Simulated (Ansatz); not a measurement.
**Optical response of ScGaS3 (model structure)**

What colour and refractive index does ScGaS3 (model structure) have at this level of theory? The structure is a model built here, which may or may not match a known phase. It was built so: All La replaced by Sc and O replaced by S in the Pm-3m structure of LaGaO3.

Method: DFT, PBE, plane-wave PAW, default files, scalar-relativistic, independent-particle optical response without local fields, in Ansatz 0.2.0.

## Step 1: Starting point

The structure is cubic, space group Pm-3m (No. 221). The conventional cell has a = 4.448 Å, b = 4.448 Å, c = 4.448 Å, α = 90.00°, β = 90.00°, γ = 90.00°. Ga has 6 S at 2.22 Å nearest. Nearest to Sc lie 12 S at 3.15 Å. S has 2 Ga at 2.22 Å and 4 Sc at 3.15 Å nearest. All La replaced by Sc and O replaced by S in the Pm-3m structure of LaGaO3. Farther neighbours and most contacts between anions are not listed.

## Step 2: Relaxation

The structure was built or cut out here, so it is relaxed before any spectrum is computed.

This step: DFT, PBE, plane-wave PAW, default files, scalar-relativistic, relaxation (Ansatz 0.2.0).

The input, input.yaml:

```yaml
crystal:
  lattice:
    - [4.44812172, 0.0, 0.0]
    - [0.0, 4.44812172, 0.0]
    - [0.0, 0.0, 4.44812172]
  atoms:
    - { symbol: Ga, position: [0.0, 0.0, 0.0] }
    - { symbol: Sc, position: [0.5, 0.5, 0.5] }
    - { symbol: S, position: [0.5, 0.0, 0.0] }
    - { symbol: S, position: [0.0, 0.0, 0.5] }
    - { symbol: S, position: [0.0, 0.5, 0.0] }
kpoints:
  mp_grid: { grid: [5, 5, 5] }
scf:
  occupations: { method: fermi_dirac, width: 0.05 }
hamiltonian:
  xc: pbe
  pseudopotentials: { kind: paw }
output:
  forces: true
  stress: true
relax:
  f_tol: 0.02
  max_steps: 50
  cell: {}
```

Launch:

```console
$ ansatz run input.yaml --threads 2 --pin off --max-ram 5120MiB --backend cpu --events-out ev --progress --plain --runs-dir out
```

Numbers of over 12 decimals in the logs are rounded to 6 here.

Log:

```text
Engine: ansatz 0.2.0, aarch64-unknown-linux-gnu
Pseudopotentials: kind: paw
Pseudopotential: Ga, paw, valence charge 13, recommended cutoff 420 eV (normal), Ga.paw.azcp
Pseudopotential: Sc, paw, valence charge 11, recommended cutoff 420 eV (normal), Sc.paw.azcp
Pseudopotential: S, paw, valence charge 6, recommended cutoff 420 eV (normal), S.paw.azcp
Functional definition: PBE
  parameter kappa = 0.804
  parameter beta = 0.066725
  exchange = pbe_x(kappa = kappa, mu = beta*pi^2/3)
  correlation = pbe_c(beta = beta)
Crystal: 5 atoms, lattice volume = 88.010 Å³
Basis set: ecut = 420 eV, 1743 PW (Γ), exchange–correlation on 60×60×60 points (8 copies of the dense FFT grid, shifted against one another)
Bands: 26, of which v1, the nominal top of the filled ones, is band 21 counted from 1 (20 counted from 0)
Symmetry: 48 space group operations
Space group: Pm-3m (ITA 221), of the structure as read, at distance tolerance 4.4e-5 Å
k-points: 10 of 125
Non-local potential: Ga, projectors of the file, l = 0: 2, l = 1: 2, l = 2: 3, l = 3: 1
Non-local potential: Sc, projectors of the file, l = 0: 3, l = 1: 2, l = 2: 3, l = 3: 1
Non-local potential: S, projectors of the file, l = 0: 2, l = 1: 2, l = 2: 2
PAW form: soft (Blöchl's): semilocal exchange-correlation on the pseudo side does not see the compensation charge
PAW one-centre angular grid: Ga, 590 points (default); XC on 64 Gauss nodes
PAW one-centre angular grid: Sc, 590 points (default); XC on 64 Gauss nodes
PAW one-centre angular grid: S, 110 points (default); XC on 64 Gauss nodes
Initial density: superposition of atomic densities (neutral atoms: chi_scale 0, normalization atom), corrected by the library's trained network
Initial wavefunctions: pseudopotential atomic-orbital guess
Functional: x = pbe(κ = 0.804, μ = 0.219515), c = pbe(β = 0.066725)
SCF iter   1: F=—  HF=-8626.383185 eV  |F-HF|=—  |Δ(HF+E_count)|=         —  Δρ=3.23e-3  dr2=1.23e-2  ethr=1.77e-3  ⟨swp⟩=6.6  Hψ=1246  notcnv=0
preconditioner: auto → Resta (q_TF=auto, 2.412 Å⁻¹)  ε∞=6.6  [insulator: Δε(μ)=0.225 eV  Ē_g=9.767 eV  σ=0.050 eV  W_gap=0.71  n_scr=18 (ndim 8)  ℏωp=23.1 eV  f_vac=0.000  D(μ)=2.93/eV (n_scr^D=26)  ε∞_Penn≈6.6]
SCF iter   2: F=—  HF=-8626.380184 eV  |F-HF|=—  |Δ(HF+E_count)|=   3.00e-3  Δρ=1.82e-3  dr2=3.43e-3  ethr=2.92e-5  ⟨swp⟩=1.6  Hψ=358  notcnv=0
SCF iter   3: F=—  HF=-8626.380015 eV  |F-HF|=—  |Δ(HF+E_count)|=   1.69e-4  Δρ=4.41e-4  dr2=1.53e-4  ethr=8.18e-6  ⟨swp⟩=2.1  Hψ=423  notcnv=0
SCF iter   4: F=—  HF=-8626.379873 eV  |F-HF|=—  |Δ(HF+E_count)|=   1.42e-4  Δρ=1.34e-4  dr2=1.18e-5  ethr=3.65e-7  ⟨swp⟩=2.0  Hψ=425  notcnv=0
SCF iter   5: F=—  HF=-8626.380086 eV  |F-HF|=—  |Δ(HF+E_count)|=   2.13e-4  Δρ=3.29e-5  dr2=6.97e-7  ethr=2.81e-8  ⟨swp⟩=2.0  Hψ=418  notcnv=0
SCF iter   6: F=-8626.380087 eV  HF=-8626.380087 eV  |F-HF|=4.52e-9  |Δ(HF+E_count)|=   6.89e-7  Δρ=5.76e-6  dr2=5.16e-8  ethr=2.38e-10  ⟨swp⟩=4.0  Hψ=894  notcnv=0
SCF 1 converged in 6 iterations: F = -8626.380087 eV  dr2 = 5.16e-8
  greatest PAW one-centre occupation: 0.998 electrons in one spin orbital (limit 2), on the Sc atom at site 1 (counted from 0), in its partial waves of l = 0
relax step   1: F+E_penalty+E_count = -8626.38008673 eV  Δ(F+E_penalty+E_count) = +0.000e0 eV  max|allowed force component| = 4.640e-29 eV/Å  Δτ_max = 0.0000 Å  P = +14.557 GPa  Ω = 88.010 Å³  (6 SCF iters, dr2 threshold 1.00e-7 eV, accepted)
Crystal: 5 atoms, lattice volume = 98.184 Å³
Basis set: ecut = 420 eV, 1935 PW (Γ), exchange–correlation on 60×60×60 points (8 copies of the dense FFT grid, shifted against one another)
Initial density: handed on by an earlier stage of this run
Initial wavefunctions: those handed on with the density
iter 1 solved again at ethr=5.42e-5 eV; its pass at ethr=3.10e-3 eV (dr2=2.27e-2 eV) is discarded
SCF iter   1: F=—  HF=-8626.890215 eV  |F-HF|=—  |Δ(HF+E_count)|=         —  Δρ=4.43e-3  dr2=2.22e-2  ethr=5.42e-5  ⟨swp⟩=2.0  Hψ=1588  notcnv=0
preconditioner: auto → Resta (q_TF=auto, 2.368 Å⁻¹)  ε∞=6.6  [insulator: Δε(μ)=0.244 eV  Ē_g=9.219 eV  σ=0.050 eV  W_gap=0.58  n_scr=26 (ndim 8)  ℏωp=21.9 eV  f_vac=0.000  D(μ)=2.70/eV (n_scr^D=18)  ε∞_Penn≈6.6]
SCF iter   2: F=—  HF=-8626.887178 eV  |F-HF|=—  |Δ(HF+E_count)|=   3.04e-3  Δρ=2.51e-3  dr2=7.35e-3  ethr=5.28e-5  ⟨swp⟩=1.7  Hψ=303  notcnv=0
SCF iter   3: F=—  HF=-8626.886820 eV  |F-HF|=—  |Δ(HF+E_count)|=   3.57e-4  Δρ=7.39e-4  dr2=3.57e-4  ethr=1.75e-5  ⟨swp⟩=2.1  Hψ=437  notcnv=0
SCF iter   4: F=—  HF=-8626.886463 eV  |F-HF|=—  |Δ(HF+E_count)|=   3.57e-4  Δρ=3.12e-4  dr2=6.11e-5  ethr=8.49e-7  ⟨swp⟩=2.5  Hψ=462  notcnv=0
SCF iter   5: F=—  HF=-8626.886702 eV  |F-HF|=—  |Δ(HF+E_count)|=   2.39e-4  Δρ=6.28e-5  dr2=5.16e-6  ethr=1.45e-7  ⟨swp⟩=2.6  Hψ=477  notcnv=0
SCF iter   6: F=-8626.886703 eV  HF=-8626.886703 eV  |F-HF|=1.34e-7  |Δ(HF+E_count)|=   1.83e-7  Δρ=1.46e-5  dr2=2.40e-7  ethr=1.19e-9  ⟨swp⟩=2.9  Hψ=1096  notcnv=0
SCF 2 converged in 6 iterations: F = -8626.886703 eV  dr2 = 2.40e-7
relax step   2: F+E_penalty+E_count = -8626.88670280 eV  Δ(F+E_penalty+E_count) = -5.066e-1 eV  max|allowed force component| = 1.605e-29 eV/Å  Δτ_max = 0.0000 Å  P = +2.545 GPa  Ω = 98.184 Å³  energy of the carried Pulay correction = -2.069e-3 eV  (6 SCF iters, dr2 threshold 5.00e-7 eV, accepted)
Crystal: 5 atoms, lattice volume = 100.648 Å³
iter 1 solved again at ethr=2.65e-6 eV; its pass at ethr=3.10e-3 eV (dr2=1.11e-3 eV) is discarded
SCF iter   1: F=—  HF=-8626.909156 eV  |F-HF|=—  |Δ(HF+E_count)|=         —  Δρ=9.20e-4  dr2=9.54e-4  ethr=2.65e-6  ⟨swp⟩=2.0  Hψ=1481  notcnv=0
preconditioner: auto → Resta (q_TF=auto, 2.358 Å⁻¹)  ε∞=6.6  [insulator: Δε(μ)=0.243 eV  Ē_g=9.094 eV  σ=0.050 eV  W_gap=0.57  n_scr=26 (ndim 8)  ℏωp=21.6 eV  f_vac=0.000  D(μ)=2.67/eV (n_scr^D=18)  ε∞_Penn≈6.6]
SCF iter   2: F=—  HF=-8626.909023 eV  |F-HF|=—  |Δ(HF+E_count)|=   1.33e-4  Δρ=5.08e-4  dr2=3.10e-4  ethr=2.27e-6  ⟨swp⟩=2.2  Hψ=372  notcnv=0
SCF iter   3: F=—  HF=-8626.909250 eV  |F-HF|=—  |Δ(HF+E_count)|=   2.28e-4  Δρ=1.66e-4  dr2=2.05e-5  ethr=7.38e-7  ⟨swp⟩=2.0  Hψ=430  notcnv=0
SCF iter   4: F=—  HF=-8626.909233 eV  |F-HF|=—  |Δ(HF+E_count)|=   1.74e-5  Δρ=6.11e-5  dr2=2.60e-6  ethr=4.88e-8  ⟨swp⟩=2.4  Hψ=471  notcnv=0
iter 5 did not close the SCF: its close was put off for the readings that it lacked (scf_convergence_deferred on its scf_iter line)
SCF iter   5: F=-8626.909235 eV  HF=-8626.909235 eV  |F-HF|=4.55e-9  |Δ(HF+E_count)|=   1.74e-6  Δρ=9.71e-6  dr2=9.91e-8  ethr=6.18e-9  ⟨swp⟩=2.8  Hψ=479  notcnv=0
SCF iter   6: F=-8626.909235 eV  HF=-8626.909235 eV  |F-HF|=4.14e-9  |Δ(HF+E_count)|=   3.21e-8  Δρ=2.57e-6  dr2=8.88e-9  ethr=2.36e-10  ⟨swp⟩=2.5  Hψ=965  notcnv=0
SCF 3 converged in 6 iterations: F = -8626.909235 eV  dr2 = 8.88e-9
relax step   3: F+E_penalty+E_count = -8626.90923487 eV  Δ(F+E_penalty+E_count) = -2.253e-2 eV  max|allowed force component| = 5.377e-30 eV/Å  Δτ_max = 0.0000 Å  P = +0.490 GPa  Ω = 100.648 Å³  energy of the carried Pulay correction = -2.537e-3 eV  (6 SCF iters, dr2 threshold 5.00e-7 eV, accepted)
[...]
relax step   4: F+E_penalty+E_count = -8626.91009030 eV  Δ(F+E_penalty+E_count) = -8.554e-4 eV  max|allowed force component| = 4.752e-29 eV/Å  Δτ_max = 0.0000 Å  P = +0.024 GPa  Ω = 101.254 Å³  energy of the carried Pulay correction = -2.650e-3 eV  (6 SCF iters, dr2 threshold 5.00e-7 eV, accepted)
Basis set: ecut = 420 eV, 1935 PW (Γ), exchange–correlation on 64×64×64 points (8 copies of the dense FFT grid, shifted against one another)
Initial wavefunctions: pseudopotential atomic-orbital guess (no wavefunctions were taken with the density)
iter 1 solved again at ethr=2.86e-7 eV; its pass at ethr=3.10e-3 eV (dr2=1.20e-4 eV) is discarded
SCF iter   1: F=—  HF=-8626.907821 eV  |F-HF|=—  |Δ(HF+E_count)|=         —  Δρ=8.18e-4  dr2=1.92e-5  ethr=2.86e-7  ⟨swp⟩=3.0  Hψ=1722  notcnv=0
preconditioner: auto → Resta (q_TF=auto, 2.356 Å⁻¹)  ε∞=6.6  [insulator: Δε(μ)=0.242 eV  Ē_g=9.067 eV  σ=0.050 eV  W_gap=0.56  n_scr=26 (ndim 8)  ℏωp=21.5 eV  f_vac=0.000  D(μ)=2.65/eV (n_scr^D=18)  ε∞_Penn≈6.6]
SCF iter   2: F=—  HF=-8626.911738 eV  |F-HF|=—  |Δ(HF+E_count)|=   3.92e-3  Δρ=4.18e-4  dr2=6.53e-6  ethr=4.56e-8  ⟨swp⟩=2.0  Hψ=421  notcnv=0
SCF iter   3: F=—  HF=-8626.912947 eV  |F-HF|=—  |Δ(HF+E_count)|=   1.21e-3  Δρ=6.18e-5  dr2=1.60e-7  ethr=1.55e-8  ⟨swp⟩=2.0  Hψ=410  notcnv=0
SCF iter   4: F=—  HF=-8626.912963 eV  |F-HF|=—  |Δ(HF+E_count)|=   1.63e-5  Δρ=7.74e-6  dr2=1.71e-8  ethr=3.81e-10  ⟨swp⟩=2.0  Hψ=431  notcnv=0
SCF iter   5: F=—  HF=-8626.912963 eV  |F-HF|=—  |Δ(HF+E_count)|=   2.19e-7  Δρ=2.06e-6  dr2=1.96e-9  ethr=4.06e-11  ⟨swp⟩=2.0  Hψ=373  notcnv=0
SCF iter   6: F=—  HF=-8626.912963 eV  |F-HF|=—  |Δ(HF+E_count)|=   1.23e-8  Δρ=8.31e-7  dr2=3.45e-10  ethr=4.66e-12  ⟨swp⟩=2.0  Hψ=415  notcnv=0
SCF iter   7: F=-8626.912963 eV  HF=-8626.912963 eV  |F-HF|=1.46e-11  |Δ(HF+E_count)|=   2.93e-9  Δρ=1.43e-7  dr2=3.23e-11  ethr=1.00e-12  ⟨swp⟩=2.8  Hψ=1035  notcnv=0
SCF 5 converged in 7 iterations: F = -8626.912963 eV  dr2 = 3.23e-11
relax step   5: F+E_penalty+E_count = -8626.91296317 eV  Δ(F+E_penalty+E_count) = -2.873e-3 eV  max|allowed force component| = 2.826e-29 eV/Å  Δτ_max = 0.0000 Å  P = +0.037 GPa  Ω = 101.254 Å³  stress off target by 3.69e-2 GPa  SCF on the basis re-selected at this cell (its energy is not comparable with the rows above)  (7 SCF iters)
basis re-selected at this cell: Δ(F+E_penalty+E_count) = -2.873e-3 eV, ΔP = +0.013 GPa vs the last step (what re-selecting the basis moved, of the pressure what is left beyond the Pulay correction that the steps carried, after the strain that the cell walked since its last selection, with what the two solves' SCF thresholds leave and, on support functions, any second-order correction that the steps lacked; it is no measure of the basis error at this ecutwfc). The dense FFT grid was sized anew with the basis: this SCF ran on 32×32×32 points, the steps before it on 30×30×30, so part of this shift can come from that change (see relax.cell in the input reference). [rest of the remark cut]
SCF converged after 7 iterations
Free energy (F): -8626.912963 eV
Harris-Foulkes:  -8626.912963 eV  (|F-HF|=1.46e-11)
Internal energy: -8626.891403 eV  (E = F + TS)
E sigma→0 (E₀):  -8626.902183 eV
Entropy (-TS):   -0.021560 eV (-4.312 meV/atom)
Fermi energy:    7.608037 eV
--- Per-component energies (eV) ---
  E_band       = -234.380359
  E_kinetic    = 694.134644
  E_local      = -3443.177975  (includes V_loc(G=0)·N_el)
  E_nonlocal   = 595.158730
  E_hartree    = 1457.258116
  E_xc         = -463.823502
  E_vxc        = -448.407859  (∫ρ·V_xc dr)
  E_paw        = -4747.728774  (= ΣΔE_a)
  E_vpaw       = -546.604122  (= ΣTr[D̂ρ^β])
  E_aug_tail   = -0.000089  (compensation charges beyond the density's cutoff)
  E_ewald      = -2718.712552
  E_smearing   = -0.021560  (= −TS)
  E_closure    = 0.000000  (closes the sum)
  Σ components = -8626.912963   (vs F -8626.912963, Δ=0.00e0)
--- Forces (eV/Å), atoms counted from 1 ---
  atom   1  Ga     0.00000000    -0.00000000    -0.00000000
  atom   2  Sc     0.00000000     0.00000000     0.00000000
  atom   3  S     -0.00000000    -0.00000000    -0.00000000
  atom   4  S     -0.00000000    -0.00000000     0.00000000
  atom   5  S     -0.00000000     0.00000000     0.00000000
  max |Σ_I F_I| component: 3.08e-29 eV/Å
--- Stress (GPa, compression-positive) ---
        0.036894      -0.000000       0.000000
       -0.000000       0.036894       0.000000
        0.000000       0.000000       0.036894
  P = ⅓ Tr σ = 0.0369 GPa (0.369 kbar)
--- Relaxed structure (4 steps of the walk, 4 accepted, 1 SCFs on fresh bases) ---
  F+E_penalty+E_count = -8626.91296317 eV   max|allowed force component| = 2.826e-29 eV/Å   (the final SCF, on the basis selected at the relaxed cell)
  cell:  # Å, volume = 101.2539 Å³
    - [4.660909, 0, 0]
    - [0, 4.660909, 0.0]
    - [0, 0.0, 4.660909]
  atoms:
    - { symbol: Ga, position: [0, 0, 0] }
    - { symbol: Sc, position: [0.500000, 0.500000, 0.500000] }
    - { symbol: S, position: [0.500000, 0, 0] }
    - { symbol: S, position: [0, 0, 0.500000] }
    - { symbol: S, position: [0, 0.500000, 0] }
```

Run time: 3.9 s. Hardware: 2 threads of Arm Neoverse V2, shared host; peak memory 0.38 GiB; 7.2 s of CPU time.

Step by step:

| step | energy less that of the first step (eV) | largest force component (eV/Å) | pressure (GPa) | volume (Å³) |
| --- | --- | --- | --- | --- |
| 1 | 0.0000 | 0.0000 | 14.56 | 88.01 |
| 2 | -0.5066 | 0.0000 | 2.55 | 98.18 |
| 3 | -0.5291 | 0.0000 | 0.49 | 100.65 |
| 4 | -0.5300 | 0.0000 | 0.02 | 101.25 |
| 5* | -0.5329 | 0.0000 | 0.04 | 101.25 |

Relaxation steps marked * repeat the geometry before them on a plane-wave basis chosen anew for their cell, so energy and pressure can jump there.

The run keeps the 48 symmetry operations that it works with, so distortions that break them were not tested.

| conventional cell, symmetrised | before | after | change |
| --- | --- | --- | --- |
| a (Å) | 4.448 | 4.661 | +4.8 % |
| b (Å) | 4.448 | 4.661 | +4.8 % |
| c (Å) | 4.448 | 4.661 | +4.8 % |
| volume (Å³/atom) | 17.60 | 20.25 | +15.0 % |

Final coordinates:

```cif
data_structure
_symmetry_space_group_name_H-M 'P 1'
_symmetry_Int_Tables_number 1
_cell_length_a 4.6609
_cell_length_b 4.6609
_cell_length_c 4.6609
_cell_angle_alpha 90.000
_cell_angle_beta 90.000
_cell_angle_gamma 90.000
_cell_volume 101.25
loop_
_atom_site_label
_atom_site_type_symbol
_atom_site_fract_x
_atom_site_fract_y
_atom_site_fract_z
_atom_site_occupancy
Ga1 Ga 0.00000 0.00000 0.00000 1
Sc2 Sc 0.50000 0.50000 0.50000 1
S3 S 0.50000 0.00000 0.00000 1
S4 S 0.00000 0.00000 0.50000 1
S5 S 0.00000 0.50000 0.00000 1
```

The relaxation ends with a pressure of 0.04 GPa.

## Step 3: Ground state and bands

The self-consistent density comes first; it also tells whether there is a gap, which decides the occupations and the need for a Drude term.

This step: DFT, PBE, plane-wave PAW, default files, scalar-relativistic, ground state (Ansatz 0.2.0).

The input, input.yaml:

```yaml
crystal:
  lattice:
    - [4.6609085572, 0.0, 0.0]
    - [0.0, 4.6609085572, 0.0]
    - [0.0, 0.0, 4.6609085572]
  atoms:
    - { symbol: Ga, position: [0.0, 0.0, 0.0] }
    - { symbol: Sc, position: [0.5, 0.5, 0.5] }
    - { symbol: S, position: [0.5, 0.0, 0.0] }
    - { symbol: S, position: [0.0, 0.0, 0.5] }
    - { symbol: S, position: [0.0, 0.5, 0.0] }
kpoints:
  mp_grid: { grid: [5, 5, 5] }
  band_path:
    path:
      - [[0.0, 0.0, 0.0], [0.0, 0.5, 0.0], [0.5, 0.5, 0.0], [0.0, 0.0, 0.0], [0.5, 0.5, 0.5], [0.0, 0.5, 0.0]]
      - [[0.5, 0.5, 0.0], [0.5, 0.5, 0.5]]
    npoints: 11
scf:
  occupations: { method: fermi_dirac, width: 0.05 }
  n_extra_bands: 9
hamiltonian:
  xc: pbe
  pseudopotentials: { kind: paw }
output:
  forces: true
  stress: true
  populations: true
  write_bands: true
```

Log:

```text
[...]
Crystal: 5 atoms, lattice volume = 101.254 Å³
Basis set: ecut = 420 eV, 1935 PW (Γ), exchange–correlation on 64×64×64 points (8 copies of the dense FFT grid, shifted against one another)
Bands: 30, of which v1, the nominal top of the filled ones, is band 21 counted from 1 (20 counted from 0)
Symmetry: 48 space group operations
[...]
k-points: 10 of 125
[...]
SCF iter   1: F=—  HF=-8626.913660 eV  |F-HF|=—  |Δ(HF+E_count)|=         —  Δρ=2.31e-3  dr2=6.25e-3  ethr=1.77e-3  ⟨swp⟩=5.8  Hψ=1377  notcnv=0
[...]
SCF iter   6: F=-8626.912963 eV  HF=-8626.912963 eV  |F-HF|=8.79e-9  |Δ(HF+E_count)|=   6.98e-8  Δρ=4.35e-6  dr2=1.05e-8  ethr=2.38e-10  ⟨swp⟩=5.4  Hψ=1202  notcnv=0
SCF 1 converged in 6 iterations: F = -8626.912963 eV  dr2 = 1.05e-8
[...]
NSCF: frozen V_eff on 68 k-points
SCF converged after 6 iterations
Free energy (F): -8626.912963 eV
[...]
Internal energy: -8626.891404 eV  (E = F + TS)
E sigma→0 (E₀):  -8626.902183 eV
Entropy (-TS):   -0.021559 eV (-4.312 meV/atom)
Fermi energy:    7.608031 eV
[...]
--- Stress (GPa, compression-positive) ---
        0.036891      -0.000000       0.000000
       -0.000000       0.036891       0.000000
        0.000000       0.000000       0.036891
  P = ⅓ Tr σ = 0.0369 GPa (0.369 kbar)
--- Band table (eV; the first three rows and the last of 10) ---
  k-point 0: bands = [... 17 lower, 6.4788, 6.4788, 6.8908, 6.8908, 6.8908, 8.0354, 8.0354, 8.1979, ... 5 higher]
  k-point 1: bands = [... 17 lower, 6.1056, 6.1056, 6.6904, 6.6904, 7.0941, 8.1978, 8.2247, 8.5987, ... 5 higher]
  k-point 2: bands = [... 17 lower, 5.5696, 5.5696, 6.4433, 6.4433, 8.2691, 8.3804, 9.1605, 9.2160, ... 5 higher]
  k-point 9: bands = [... 17 lower, 6.5565, 7.5150, 7.5150, 7.8360, 8.4588, 8.5323, 8.5323, 8.9285, ... 5 higher]
--- Löwdin populations: 5 sites ---
  site symbol       q [e]
     0     Ga     12.9194
     1     Sc      9.8347
     2      S      6.3317
     3      S      6.3317
     4      S      6.3317
  spilling = 0.005973 (of n_electrons = 42.000000)
```

It took 2.9 s on 2 threads; peak memory 0.39 GiB; 5.6 s of CPU time.

In the SCF lines HF is the Harris–Foulkes energy and dr2 the Hartree energy of the density residual, in eV; the loop may stop once dr2 is under the threshold and the program's other checks hold. Hψ counts applications of the Hamiltonian.

Read-outs, printed or worked out from the files:

* free energy: -8626.9130 eV
* Fermi energy: 7.608 eV
* electrons: 42
* symmetry operations: 48
* pressure: 0.03689 GPa
* volume: 101.3 Å³
* gap on the path: 0 eV

There are states at the Fermi level within the smearing, so the occupations stay smeared and the carriers get a Drude term. The cell is left with a pressure of 0.0 GPa after its relaxation.

Electronic bands along the path, in eV, zero at the Fermi level; # counts the bands kept:

| point | #8 | #9 | #10 | #11 | #12 | #13 | #14 | #15 |
| --- | --- | --- | --- | --- | --- | --- | --- | --- |
| Γ | -1.13 | -1.13 | -0.72 | -0.72 | -0.72 | 0.43 | 0.43 | 0.59 |
| 0.45 of the way | -1.58 | -1.58 | -0.96 | -0.96 | -0.30 | 0.62 | 0.63 | 1.09 |
| X | -2.13 | -2.13 | -1.20 | -1.20 | 0.67 | 0.84 | 1.63 | 1.71 |
| 0.55 of the way | -2.30 | -1.87 | -1.07 | -0.61 | 1.02 | 1.07 | 1.21 | 1.45 |
| M | -2.32 | -2.32 | -0.43 | -0.06 | 0.81 | 0.89 | 1.60 | 1.69 |
| 0.55 of the way | -1.83 | -1.34 | -1.33 | -0.52 | 0.27 | 0.82 | 0.94 | 1.01 |
| Γ | -1.13 | -1.13 | -0.72 | -0.72 | -0.72 | 0.43 | 0.43 | 0.59 |
| 0.55 of the way | -2.70 | -0.55 | -0.55 | -0.35 | 0.67 | 0.81 | 0.81 | 1.68 |
| R | -0.38 | 0.42 | 0.42 | 0.42 | 0.84 | 0.84 | 0.84 | 0.98 |
| 0.55 of the way | -1.67 | -1.16 | -0.76 | -0.57 | 0.85 | 1.08 | 1.32 | 1.38 |
| X | -2.13 | -2.13 | -1.20 | -1.20 | 0.67 | 0.84 | 1.63 | 1.71 |
| jump to M | -2.32 | -2.32 | -0.43 | -0.06 | 0.81 | 0.89 | 1.60 | 1.69 |
| 0.45 of the way | -0.90 | -0.90 | -0.41 | 0.09 | 0.84 | 0.94 | 1.39 | 1.44 |
| R | -0.38 | 0.42 | 0.42 | 0.42 | 0.84 | 0.84 | 0.84 | 0.98 |

[end of part 1 of 2]

[Logs are printed without paths, hosts, clocks, repeated set-up lines and the standing remarks that a program may print on its own settings, such as how far it seeks lower states.]

[Hosts, paths, dates, database ids (printed as entryN), source tags and the programs' standing remarks are cut or masked in the printed files.]
